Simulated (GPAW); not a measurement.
KTaO3 (Pm-3m): refractive index against wavelength

The refractive index of KTaO3 (Pm-3m) below the direct gap (2.80 eV on the mesh) is read from one computed spectrum, n = √(Re ε).

Cell: a, b, c = 3.988, 3.988, 3.988 Å (primitive vectors), 5 atoms.

Method: GPAW 26.7.0, PBE, RPA, k-mesh 8×8×8, local fields up to 60 eV, Lorentzian half width 0.1 eV.

Launch of the response step: `OMP_NUM_THREADS=1 python df.py`. The run took 61 s, its band step included, on 1 thread of Arm Neoverse V2, on a shared host.

```
wavelength (nm)  photon energy E (eV)       n
           2000                 0.620  2.1765
           1550                 0.800  2.1836
           1310                 0.946  2.1910
           1064                 1.165  2.2048
            850                 1.459  2.2296
            700                 1.771  2.2662
            633                 1.959       ?
```

In the single-oscillator model n² − 1 = E₀E_d/(E₀² − E²), so 1/(n² − 1) = E₀/E_d − E²/(E₀E_d) is linear in E².

Working, on the rows shown:

| x = E² (eV²) | y = 1/(n² − 1) |
| --- | --- |
| 0.384302 | 0.267583 |
| 0.639837 | 0.265385 |
| 0.895757 | 0.263125 |
| 1.35784 | 0.258991 |
| 2.12762 | 0.251818 |
| 3.13716 | 0.241799 |

Means: x̄ = 1.4238, ȳ = 0.25812. Σ(x − x̄)(y − ȳ) = -0.05063, Σ(x − x̄)² = 5.409. Slope = -0.05063 / 5.409 = -0.00936; intercept = ȳ − slope · x̄ = 0.27144. Turned back into n, the line misses the rows shown by at most 0.0011.

Task: Predict the last column of the withheld row from the fit.

Result: At x = 3.8364 the line gives y = 0.23553, that is 2.2903. The run gave 2.2952, so the extrapolation is off by 0.0049, 4 % of the range in the table.

Refitted with all rows, the slope is -0.009605 and the intercept 0.2717. These give E₀ = √(intercept/−slope) = 5.32 eV and E_d = E₀/intercept = 19.6 eV; E₀ is 1.9 times the direct gap. The electronic limit at long wavelengths, without lattice vibrations, is n = √(1 + 1/intercept) = 2.163. Excitons are left out; PBE gaps are as a rule too small. The values come from a sum over the points of one k-mesh and carry its error, which grows as the direct gap shrinks. This version of GPAW has incomplete matrix elements in the optical limit, which can lower ε − 1 by up to a tenth where first-row anions or d states rule. Spin-orbit coupling is left out.

[Logs are printed without paths, hosts, clocks, repeated set-up lines and the standing remarks that a program may print on its own settings, such as how far it seeks lower states.]
